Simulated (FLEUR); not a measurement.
Records of electronic-structure calculations.

**Fe: parallel and opposed starts**

It takes space group Im-3m (No. 229, cubic). The conventional cell has a = 2.860 Å, b = 2.860 Å, c = 2.860 Å, α = 90.00°, β = 90.00°, γ = 90.00°. Fe has 8 Fe at 2.48 Å nearest.

```xyz
1
Lattice="-1.4302 1.4302 1.4302 1.4302 -1.4302 1.4302 1.4302 1.4302 -1.4302" Properties=species:S:1:pos:R:3 pbc="T T T"
Fe    0.0000    0.0000    0.0000
```

| Quantity | Value |
| --- | --- |
| method | PBEsol; all-electron FLAPW, Dirac cores, scalar-relativistic bands |
| program | FLEUR MaX-R8.1 |
| settings of one run | kmax 3.6 1/bohr, gmax 10.8 1/bohr, muffin tin radii Fe: 2.28 bohr, lmax Fe: [8, 6], hist occupations, smearing width 0.05 eV, mixer Anderson, mixing 0.05, max iterations 90, stop 2.00e-5 me/bohr³, collinear spin, 14×14×14 k-mesh, mesh matched on, starting moments 2.8 μB |
| cost | 4 runs, 85 s in all on 4 MPI ranks of Arm Neoverse V2, shared host (the runs of this entry) |
| notes | The database entry behind the starting cell differs from later determinations by our own check (about 0.2 % short). The run is spin-polarised, with a total moment of 2.22 μB a cell. Only 4 starts were tried; other patterns of signs, canted and longer-period orders were not. |
| lowest state found | ferromagnetic (initial ferro +) |
| largest site spin moment | 2.27 μB |
| next finished state | antiferromagnetic, 216 meV a seeded atom higher |
| energy gained by spin polarisation | 529 meV a seeded atom |

The lowest state found is ferromagnetic, reached from the start ferro +, with moments up to 2.27 μB. The next finished state costs 216 meV a seeded atom.

[Logs and program files are shortened in this print: banners, set-up blocks, solver, clock and traceback lines can be left out without a mark of their own.]

[Logs are printed without paths, hosts, clocks, repeated set-up lines and the standing remarks that a program may print on its own settings, such as how far it seeks lower states.]

[Hosts, paths, dates, database ids (printed as entryN), source tags and the programs' standing remarks are cut or masked in the printed files.]

[Where a cell is said to come from a database of computed structures, the database is the Materials Project.]
